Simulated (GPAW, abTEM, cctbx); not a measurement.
# ZnSn3Ir: the scripts behind a bonding study

Short scripts, each with its output. The cell comes from substitution in a known structure type and wasn't matched to any measured phase.

### 1. Build the all-electron density and subtract free atoms

```text
cell
1.0
     0.000000000   -4.461576690    0.000000000
     4.461576690    0.000000000    0.000000000
    -2.230788345    2.230788345    6.204309140
Ir Sn Zn
1 3 1
Direct
0.615116170 0.615116170 0.230232340
0.738348690 0.238348690 0.476697380
0.238348690 0.738348690 0.476697380
0.406762670 0.406762670 0.813525340
0.064594190 0.064594190 0.129188380
```

```python
import numpy as np
from ase.io import read
from ase.units import Bohr
from gpaw import GPAW, PW, FermiDirac
from gpaw.calculator import GPAW as OldGPAW
from gpaw.mpi import serial_comm, world
from scipy.special import erfc
from scipy.spatial import cKDTree

atoms = read("cell.vasp")
atoms.calc = GPAW(mode=PW(450), xc="PBE", kpts={"size": (6, 6, 6), "gamma": True},
                 occupations=FermiDirac(0.1), maxiter=120, symmetry={"tolerance": 1e-5}, txt="scf.txt")
atoms.get_potential_energy()
rho = atoms.calc.get_all_electron_density(gridrefinement=2)
moments = atoms.get_magnetic_moments() if atoms.calc.get_number_of_spins() == 2 else np.zeros(len(atoms))
total = atoms.get_magnetic_moment() if moments.any() else 0.0
if world.rank == 0:
    free = OldGPAW(mode=PW(450), xc="PBE", txt=None, communicator=serial_comm)
    neutral = atoms.copy()
    neutral.set_initial_magnetic_moments(None)
    free.initialize(neutral)
    free.set_positions(neutral)
    drho = rho - free.get_all_electron_density(gridrefinement=2)
    # GPAW starts from confined atoms: exchange their smooth part for that of the datasets' free atoms
    h = np.stack(np.meshgrid(*[np.fft.fftfreq(n, 1 / n) for n in drho.shape], indexing="ij"), -1)
    gabs = np.linalg.norm(h @ atoms.cell.reciprocal(), axis=-1)
    tails = np.fft.fftn(free.get_pseudo_density(gridrefinement=2))
    g, form, v0 = np.linspace(0, gabs.max(), 1500), {}, 0
    for e in set(atoms.symbols):
        idx = atoms.symbols.search(e)
        d = free.setups[idx[0]].data
        r, w = d.rgd.r_g * Bohr, d.rgd.r_g**2 * d.rgd.dr_g
        j0 = np.sinc(2 * g[:, None] * r)
        smooth = sum(f * p**2 for f, p in zip(d.f_j, d.phit_jg)) + np.sqrt(4 * np.pi) * d.nct_g
        full = sum(f * p**2 for f, p in zip(d.f_j, d.phi_jg)) + np.sqrt(4 * np.pi) * d.nc_g
        phase = sum(np.exp(-2j * np.pi * h @ s) for s in atoms.get_scaled_positions()[idx])
        tails -= np.interp(gabs, g, j0 @ (smooth * w)) * phase * drho.size / atoms.get_volume()
        form[e] = j0 @ (full * w)
        v0 += 2 * np.pi / 3 * 14.3996 * (full * w * r**2).sum() * len(idx)  # V A^3
    tails *= 0.5 * erfc((gabs - 1.8) / 0.25)  # the tails differ at long wavelengths alone
    drho += np.fft.ifftn(tails).real  # crystal minus superposed spherical free atoms
    np.save("drho.npy", drho)
    dv = atoms.get_volume() / drho.size
    print("grid", drho.shape, " electrons %.3f" % (rho.sum() * dv), " moved by bonding %.3f e" % (abs(drho).sum() * dv / 2))
    pts = np.indices(drho.shape).reshape(3, -1).T / drho.shape @ atoms.cell
    shifts = (np.indices((3, 3, 3)).reshape(3, -1).T - 1) @ atoms.cell
    images = (atoms.positions[None] + shifts[:, None]).reshape(-1, 3)
    dist, idx = cKDTree(images).query(pts, k=4)
    out = drho.ravel()[dist[:, 0] > 0.5]
    print("deformation density beyond 0.5 A of the nuclei: max %.3f, min %.3f e/A^3" % (out.max(), out.min()))
    tie = dist < dist[:, :1] + 1e-4
    q = -np.bincount((idx % len(atoms))[tie], (drho.ravel()[:, None] / tie.sum(1, keepdims=True) * tie)[tie], len(atoms)) * dv
    print("atom        x       y       z   Voronoi charge  moment")
    for a, s, c, m in zip(atoms, atoms.get_scaled_positions(), q, moments):
        print("%-2s%-3d %7.4f %7.4f %7.4f %10.3f %10.2f" % (a.symbol, a.index + 1, *s, c, m))
    np.savez("free.npz", g=g, **form)
    print("mean inner potential of superposed free atoms %.3f V" % (v0 / atoms.get_volume()))
    print("total magnetic moment %.3f muB" % total)
```

```console
$ OMP_NUM_THREADS=1 mpirun -n 4 gpaw python run.py > gpaw.log
```

```text
gpts.py:43: UserWarning: Initial realspace grid (24,24,35) inconsistent with symmetries.
gpts.py:43: UserWarning: Initial realspace grid (24,24,35) inconsistent with symmetries.
gpts.py:43: UserWarning: Initial realspace grid (24,24,35) inconsistent with symmetries.
gpts.py:43: UserWarning: Initial realspace grid (24,24,35) inconsistent with symmetries.
gpts.py:70: UserWarning: Using symmetrized grid: (35,35,35).
gpts.py:70: UserWarning: Using symmetrized grid: (35,35,35).
gpts.py:70: UserWarning: Using symmetrized grid: (35,35,35).
gpts.py:70: UserWarning: Using symmetrized grid: (35,35,35).
grid (70, 70, 70)  electrons 257.000  moved by bonding 0.961 e
deformation density beyond 0.5 A of the nuclei: max 0.106, min -0.068 e/A^3
atom        x       y       z   Voronoi charge  moment
Ir1    0.6151  0.6151  0.2302     -0.339       0.00
Sn2    0.7383  0.2383  0.4767      0.047       0.00
Sn3    0.2383  0.7383  0.4767      0.047       0.00
Sn4    0.4068  0.4068  0.8135      0.008       0.00
Zn5    0.0646  0.0646  0.1292      0.236       0.00
mean inner potential of superposed free atoms 19.359 V
total magnetic moment 0.000 muB
```

Time: 38 s on 4 cores of Intel(R) Xeon(R) Platinum 8488C (Sapphire Rapids) (shared host), peak memory 1.4 GiB.

### 2. Fourier-transform the difference

```python
from cctbx import adptbx, crystal, miller, xray
from cctbx.eltbx import tiny_pse
import numpy as np

cs = crystal.symmetry(unit_cell=(4.4616, 4.4616, 12.4086, 90, 90, 90), space_group_symbol='Hall: I 4 -2')  # I4mm
atoms = [  # label, site, U (iso, or U11 U22 U33 U12 U13 U23 in A^2), occupancy
    ("Ir1", (0.5, 0.5, 0.11512), 0.0000, 1),
    ("Sn1", (0, 0.5, 0.23835), 0.0000, 1),
    ("Sn2", (0, 0, 0.40676), 0.0000, 1),
    ("Zn1", (0, 0, 0.06459), 0.0000, 1),
]
xs = xray.structure(crystal_symmetry=cs)
for label, site, u, occ in atoms:
    u = adptbx.u_cif_as_u_star(cs.unit_cell(), u) if isinstance(u, tuple) else u
    xs.add_scatterer(xray.scatterer(label, site=site, u=u, occupancy=occ))
xs.scattering_type_registry(table="wk1995")
drho = np.load("drho.npy")
T = np.array([[0, 1, 0], [-1, 0, 0], [1, 1, 2]])  # conventional axes in terms of the primitive ones
dF = np.fft.ifftn(drho) * 247.00182  # electrons a conventional cell, indexed by primitive hkl
ms = miller.build_set(cs, anomalous_flag=False, d_min=0.9).sort("resolution")
iam = ms.structure_factors_from_scatterers(xs, algorithm="direct").f_calc()
p1 = xs.expand_to_p1()
z = np.array([tiny_pse.table(sc.scattering_type).atomic_number() for sc in p1.scatterers()])
x = np.array(p1.sites_frac())
free = np.load("free.npz")
print("static structure factors of the conventional cell: F in electrons, V (Mott-Bethe) in volts")
print("   h  k  l      d  |F| table  |F| free   |F| DFT   change   |V| free  |V| DFT  change %")
for h, d, table in list(zip(ms.indices(), ms.d_spacings().data(), iam.data()))[:16]:
    df = dF[tuple(np.rint(np.linalg.solve(T, h)).astype(int))]
    phase = np.exp(2j * np.pi * x @ h)
    f = sum(np.interp(1 / d, free["g"], free[sc.scattering_type]) * p for sc, p in zip(p1.scatterers(), phase))
    fz = (z * phase).sum()
    c = 14.3996 * d * d / (np.pi * cs.unit_cell().volume())
    v0, v1 = abs(fz - f) * c, abs(fz - f - df) * c
    print("%4d%3d%3d %7.4f %9.3f %9.3f %9.3f %8.3f %9.3f %8.3f %8s" % (h + (d, abs(table), abs(f), abs(f + df), abs(f + df) - abs(f), v0, v1, "%.1f" % (100 * (v1 / v0 - 1)) if v0 > 0.02 else "-")))
```

```console
$ python run.py
```

```text
static structure factors of the conventional cell: F in electrons, V (Mott-Bethe) in volts
   h  k  l      d  |F| table  |F| free   |F| DFT   change   |V| free  |V| DFT  change %
   0  0  2  6.2043   159.072   159.111   159.551    0.440     4.995    4.693     -6.1
   1  0  1  4.1985   134.427   134.429   135.161    0.732     3.666    3.444     -6.0
   1  1  0  3.1548   102.908   102.784   102.792    0.008     2.072    2.070     -0.1
   0  0  4  3.1021    40.253    40.231    40.366    0.135     1.090    1.143      4.8
   1  0  3  3.0333   111.713   111.663   111.823    0.159     3.098    3.090     -0.3
   1  1  2  2.8121   257.372   257.283   257.037   -0.247     7.259    7.300      0.6
   2  0  0  2.2308   406.935   406.511   406.009   -0.503     9.926    9.973      0.5
   1  1  4  2.2119   334.465   334.204   333.819   -0.385     7.983    8.018      0.4
   1  0  5  2.1688   202.624   202.414   201.894   -0.519     4.492    4.536      1.0
   2  0  2  2.0992   131.729   131.549   131.188   -0.361     2.840    2.869      1.0
   0  0  6  2.0681   287.713   287.393   286.538   -0.855     7.075    7.143      1.0
   2  1  1  1.9700   114.739   114.841   114.803   -0.038     2.229    2.231      0.1
   2  0  4  1.8111    36.443    36.509    36.352   -0.157     0.634    0.640      1.0
   2  1  3  1.7971    95.994    95.786    95.463   -0.323     2.067    2.084      0.8
   1  1  6  1.7296   116.654   116.666   116.595   -0.071     2.057    2.061      0.2
   1  0  7  1.6474    74.672    74.389    74.451    0.062     1.111    1.108     -0.3
```

Time: 0.23 s on 1 core of Intel(R) Xeon(R) Platinum 8488C (Sapphire Rapids) (shared host), peak memory 0.09 GiB.

### 3. Propagate a plane wave with and without the bonding term

```python
import abtem
import numpy as np
from ase.build import make_supercell
from ase.io import read

abtem.config.set({"dask.lazy": False, "fft": "fftw", "diagnostics.progress_bar": False})
M = [[-1, 0, 0], [1, 1, 2], [0, 1, 0]]  # rows: x, y and beam direction in the primitive cell's axes
unit = make_supercell(read("cell.vasp"), M)
unit.set_cell(list(unit.cell.lengths()) + [90, 90, 90], scale_atoms=True)
unit.positions[:, 2] += 0.5577  # keeps atomic planes off the slice boundaries
unit.wrap()
slab = unit * (2, 2, 88)
print(slab.get_chemical_formula(), "| box %.2f x %.2f x %.2f A" % tuple(slab.cell.lengths()))

# change of the potential by bonding, from the DFT deformation density (Poisson's equation term by term)
drho = np.load("drho.npy")
prim = read("cell.vasp")
h = np.stack(np.meshgrid(*[np.fft.fftfreq(n, 1 / n) for n in drho.shape], indexing="ij"), -1).reshape(-1, 3).astype(int)
g2 = ((h @ prim.cell.reciprocal()) ** 2).sum(1)
keep = (g2 > 0) & (g2 < 2.5**2)
shape = (128, 355, 28)
vg = np.zeros(shape, complex)
hm = h[keep] @ np.array(M).T
move = np.exp(-2j * np.pi * hm[:, 2] * (0.5577 / unit.cell[2, 2] - 0.5 / shape[2]))  # the same shift, sampled at mid-points
vg[tuple(hm.T % np.array(shape)[:, None])] = -14.3996 / np.pi * (np.fft.fftn(drho).ravel() / drho.size)[keep] / g2[keep] * move
dV = np.fft.ifftn(vg).real * vg.size
dV = dV.reshape(128, 355, 4, 7).mean(3) * unit.cell[2, 2] / 4  # V A, projected in each slice
dV = np.tile(dV.transpose(2, 0, 1), (88, 2, 2))


def build(atoms):
    p = abtem.Potential(atoms, gpts=(256, 710), slice_thickness=[slab.cell[2, 2] / 352] * 352,
                        parametrization="lobato", projection="infinite", exit_planes=32).build()
    p.array[:] += BONDING * dV
    return p


sigmas = {'Ir': 0.063, 'Sn': 0.068, 'Zn': 0.075}  # r.m.s. displacement along each axis, A
u = np.array([sigmas[s] for s in slab.symbols])[:, None]
rng = np.random.default_rng(569)


def potentials():
    for _ in range(3):  # frozen phonons, one configuration at a time
        atoms = slab.copy()
        atoms.positions += u * rng.standard_normal((len(atoms), 3))
        atoms.wrap()
        yield build(atoms)


for label, BONDING in (("IAM", 0.0), ("DFT", 1.0)):
    print("=====", label)
    rng = np.random.default_rng(569)  # the same displacements for both
    potential = build(slab)
    print("grid", potential.gpts, "slices", potential.num_slices)
    thickness = potential.exit_thicknesses
    wave = abtem.PlaneWave(energy=100000)
    dp = np.mean([wave.multislice(p).diffraction_patterns(max_angle="valid").array for p in potentials()], axis=0)
    hkl = [(0, 0, 0), (0, 0, 2), (0, 1, 1), (0, 1, 3), (0, 2, 0), (0, 2, 2), (0, 3, 1)]
    nx, ny = dp.shape[-2:]
    print("intensity of each beam, fraction of the incident wave")
    print("  t (A)" + "".join("%9s" % " ".join(map(str, h)) for h in hkl) + "  diffuse    total")
    grid = np.zeros((nx, ny), bool)
    grid[nx // 2 % 2::2, ny // 2 % 2::2] = True
    for t, a in list(zip(thickness, dp))[1:]:
        idx = [np.rint(np.array(M) @ np.linalg.solve([[0, 1, 0], [-1, 0, 0], [1, 1, 2]], h)).astype(int) for h in hkl]
        print("%7.1f" % t + "".join("%9.5f" % a[nx // 2 + i[0] * 2, ny // 2 + i[1] * 2] for i in idx) + "%9.4f%9.4f" % (a[~grid].sum(), a.sum()))
```

```console
$ python run.py
```

```text
Ir704Sn2112Zn704 | box 8.92 x 24.82 x 392.62 A
===== IAM
grid (256, 710) slices 352
intensity of each beam, fraction of the incident wave
  t (A)    0 0 0    0 0 2    0 1 1    0 1 3    0 2 0    0 2 2    0 3 1  diffuse    total
   35.7  0.55781  0.00793  0.00445  0.00431  0.03168  0.00452  0.00251   0.0747   0.9928
   71.4  0.56502  0.00455  0.00204  0.00960  0.01708  0.00626  0.00073   0.1387   0.9866
  107.1  0.44481  0.00012  0.00239  0.01301  0.02545  0.00193  0.00018   0.1713   0.9829
  142.8  0.45404  0.00135  0.00458  0.00925  0.01451  0.00209  0.00014   0.2138   0.9779
  178.5  0.46826  0.00574  0.00338  0.00347  0.00791  0.00226  0.00128   0.2343   0.9741
  214.2  0.42387  0.00568  0.00064  0.00266  0.00917  0.00423  0.00167   0.2579   0.9698
  249.8  0.36579  0.00362  0.00062  0.00449  0.01254  0.00261  0.00043   0.2783   0.9661
  285.5  0.30956  0.00318  0.00158  0.00929  0.01447  0.00135  0.00010   0.2966   0.9622
  321.2  0.28072  0.00554  0.00169  0.01295  0.01282  0.00068  0.00021   0.3158   0.9583
  356.9  0.27712  0.01114  0.00089  0.01476  0.00804  0.00056  0.00034   0.3347   0.9543
  392.6  0.26391  0.01437  0.00020  0.01311  0.00703  0.00098  0.00036   0.3503   0.9502
===== DFT
grid (256, 710) slices 352
intensity of each beam, fraction of the incident wave
  t (A)    0 0 0    0 0 2    0 1 1    0 1 3    0 2 0    0 2 2    0 3 1  diffuse    total
   35.7  0.55737  0.00676  0.00481  0.00438  0.03201  0.00462  0.00232   0.0748   0.9928
   71.4  0.56881  0.00496  0.00243  0.00969  0.01699  0.00577  0.00064   0.1389   0.9866
  107.1  0.45558  0.00091  0.00165  0.01246  0.02511  0.00142  0.00010   0.1716   0.9830
  142.8  0.47724  0.00145  0.00272  0.00842  0.01401  0.00171  0.00009   0.2133   0.9780
  178.5  0.49517  0.00317  0.00151  0.00273  0.00794  0.00247  0.00107   0.2327   0.9743
  214.2  0.44804  0.00171  0.00007  0.00218  0.00972  0.00464  0.00127   0.2558   0.9701
  249.8  0.38929  0.00049  0.00043  0.00395  0.01351  0.00266  0.00023   0.2758   0.9665
  285.5  0.33743  0.00062  0.00118  0.00744  0.01549  0.00110  0.00012   0.2943   0.9627
  321.2  0.31703  0.00248  0.00098  0.00935  0.01337  0.00030  0.00022   0.3127   0.9589
  356.9  0.31849  0.00605  0.00040  0.00978  0.00831  0.00035  0.00038   0.3304   0.9550
  392.6  0.30274  0.00799  0.00009  0.00853  0.00737  0.00056  0.00039   0.3450   0.9510
```

Time: 63 s.

### 4. Scan a probe

```python
import abtem
import numpy as np
from ase.build import make_supercell
from ase.io import read

abtem.config.set({"dask.lazy": False, "fft": "fftw", "diagnostics.progress_bar": False})
M = [[-1, 0, 0], [1, 1, 2], [0, 1, 0]]  # rows: x, y and beam direction in the primitive cell's axes
unit = make_supercell(read("cell.vasp"), M)
unit.set_cell(list(unit.cell.lengths()) + [90, 90, 90], scale_atoms=True)
unit.positions[:, 2] += 0.5577  # keeps atomic planes off the slice boundaries
unit.wrap()
slab = unit * (3, 1, 8)
print(slab.get_chemical_formula(), "| box %.2f x %.2f x %.2f A" % tuple(slab.cell.lengths()))

# change of the potential by bonding, from the DFT deformation density (Poisson's equation term by term)
drho = np.load("drho.npy")
prim = read("cell.vasp")
h = np.stack(np.meshgrid(*[np.fft.fftfreq(n, 1 / n) for n in drho.shape], indexing="ij"), -1).reshape(-1, 3).astype(int)
g2 = ((h @ prim.cell.reciprocal()) ** 2).sum(1)
keep = (g2 > 0) & (g2 < 2.5**2)
shape = (32, 89, 28)
vg = np.zeros(shape, complex)
hm = h[keep] @ np.array(M).T
move = np.exp(-2j * np.pi * hm[:, 2] * (0.5577 / unit.cell[2, 2] - 0.5 / shape[2]))  # the same shift, sampled at mid-points
vg[tuple(hm.T % np.array(shape)[:, None])] = -14.3996 / np.pi * (np.fft.fftn(drho).ravel() / drho.size)[keep] / g2[keep] * move
dV = np.fft.ifftn(vg).real * vg.size
dV = dV.reshape(32, 89, 4, 7).mean(3) * unit.cell[2, 2] / 4  # V A, projected in each slice
dV = np.tile(dV.transpose(2, 0, 1), (8, 3, 1))


def build(atoms):
    p = abtem.Potential(atoms, gpts=(96, 89), slice_thickness=[slab.cell[2, 2] / 32] * 32,
                        parametrization="lobato", projection="infinite", exit_planes=16).build()
    p.array[:] += BONDING * dV
    return p


def potentials():
    yield build(slab)  # atoms at rest


for label, BONDING in (("IAM", 0.0), ("DFT", 1.0)):
    print("=====", label)
    potential = build(slab)
    print("grid", potential.gpts, "slices", potential.num_slices)
    thickness = potential.exit_thicknesses
    probe = abtem.Probe(energy=100000, semiangle_cutoff=25)
    probe.grid.match(potential)
    print("wavelength %.5f A, largest angle on the grid %.0f mrad" % (probe.wavelength, min(probe.cutoff_angles)))
    detectors = {"ABF": (12, 25), "BF": (0, 12), "LAADF": (30, 80)}  # mrad
    columns = [  # name, x, y (A)
        ("Ir", 2.231, 1.428),
        ("Sn", 2.231, 2.958),
        ("Sn_b", 0.000, 2.958),
        ("Sn_c", 0.000, 5.047),
        ("Zn", 0.000, 0.802),
        ("void", 0.372, 11.375),
    ]
    scan = abtem.GridScan(start=(0.0000, 0.0000), end=(4.4616, 12.4086), gpts=(13, 35), endpoint=False)
    dets = [abtem.AnnularDetector(*v) for v in detectors.values()] + [abtem.PixelatedDetector(max_angle=38)]
    runs = [probe.scan(p, scan=scan, detectors=dets, max_batch=32) for p in potentials()]
    out = [sum(x[1:], x[0]) / len(x) for x in zip(*runs)]
    images = dict(zip(detectors, out))
    images["iCOM"] = out[-1].center_of_mass().integrate_gradient()
    np.save(label + "_pacbed.npy", out[-1].array.mean(axis=(1, 2)))
    print("PACBED pixel %.3f x %.3f mrad" % out[-1].angular_sampling)
    for name, im in images.items():
        im = im.interpolate(sampling=0.1, boundary="periodic").gaussian_filter(0.35)
        np.save(label + "_" + name + ".npy", im.array)
        print(name, "signal at the columns" + (", fraction of the beam" if name in detectors else ""))
        print("  t (A)     mean" + "".join("%10s" % c[0][:9] for c in columns))
        for t, a in list(zip(thickness, im.array))[1:]:
            at = [a[round((x - 0.0000) / im.sampling[0]) % a.shape[0], round((y - 0.0000) / im.sampling[1]) % a.shape[1]] for _, x, y in columns]
            print("%7.1f %8.5f" % (t, a.mean()) + "".join("%10.5f" % v for v in at))
```

```console
$ python run.py
```

```text
Ir48Sn144Zn48 | box 13.38 x 12.41 x 35.69 A
===== IAM
grid (96, 89) slices 32
wavelength 0.03701 A, largest angle on the grid 87 mrad
PACBED pixel 2.765 x 2.983 mrad
ABF signal at the columns, fraction of the beam
  t (A)     mean        Ir        Sn      Sn_b      Sn_c        Zn      void
   17.8  0.65906   0.40281   0.45733   0.45897   0.45907   0.59965   0.73417
   35.7  0.61376   0.43238   0.44370   0.45913   0.45511   0.48036   0.71419
BF signal at the columns, fraction of the beam
  t (A)     mean        Ir        Sn      Sn_b      Sn_c        Zn      void
   17.8  0.20451   0.09402   0.12980   0.13634   0.12917   0.19151   0.23259
   35.7  0.18638   0.09654   0.07700   0.07958   0.07770   0.16639   0.23030
LAADF signal at the columns, fraction of the beam
  t (A)     mean        Ir        Sn      Sn_b      Sn_c        Zn      void
   17.8  0.07350   0.25937   0.24132   0.23766   0.24169   0.13057   0.00941
   35.7  0.08398   0.12407   0.16627   0.15875   0.15962   0.16100   0.01875
iCOM signal at the columns
  t (A)     mean        Ir        Sn      Sn_b      Sn_c        Zn      void
   17.8  0.04958   0.09989   0.11218   0.10965   0.10658   0.07822   0.01835
   35.7  0.04958   0.07270   0.10081   0.09191   0.08925   0.09640   0.01003
===== DFT
grid (96, 89) slices 32
wavelength 0.03701 A, largest angle on the grid 87 mrad
PACBED pixel 2.765 x 2.983 mrad
ABF signal at the columns, fraction of the beam
  t (A)     mean        Ir        Sn      Sn_b      Sn_c        Zn      void
   17.8  0.65899   0.40342   0.45759   0.45806   0.45846   0.59831   0.73425
   35.7  0.61385   0.43333   0.44385   0.45895   0.45518   0.47869   0.71437
BF signal at the columns, fraction of the beam
  t (A)     mean        Ir        Sn      Sn_b      Sn_c        Zn      void
   17.8  0.20448   0.09381   0.12979   0.13638   0.12920   0.19185   0.23278
   35.7  0.18627   0.09563   0.07688   0.07958   0.07765   0.16697   0.23102
LAADF signal at the columns, fraction of the beam
  t (A)     mean        Ir        Sn      Sn_b      Sn_c        Zn      void
   17.8  0.07367   0.25926   0.24143   0.23817   0.24200   0.13104   0.00943
   35.7  0.08429   0.12420   0.16642   0.15879   0.15976   0.16132   0.01875
iCOM signal at the columns
  t (A)     mean        Ir        Sn      Sn_b      Sn_c        Zn      void
   17.8  0.04599   0.09346   0.10748   0.10638   0.10387   0.07634   0.01661
   35.7  0.04599   0.06388   0.09507   0.08866   0.08713   0.09597   0.00986
```

Time: 13 s.

[Outputs are excerpts: Python notices, other lines and further rows are left out; steps that failed or that the build refused (PBEsol, TPSS) are not shown.]

[Logs are printed without paths, hosts, clocks, repeated set-up lines and the standing remarks that a program may print on its own settings, such as how far it seeks lower states.]
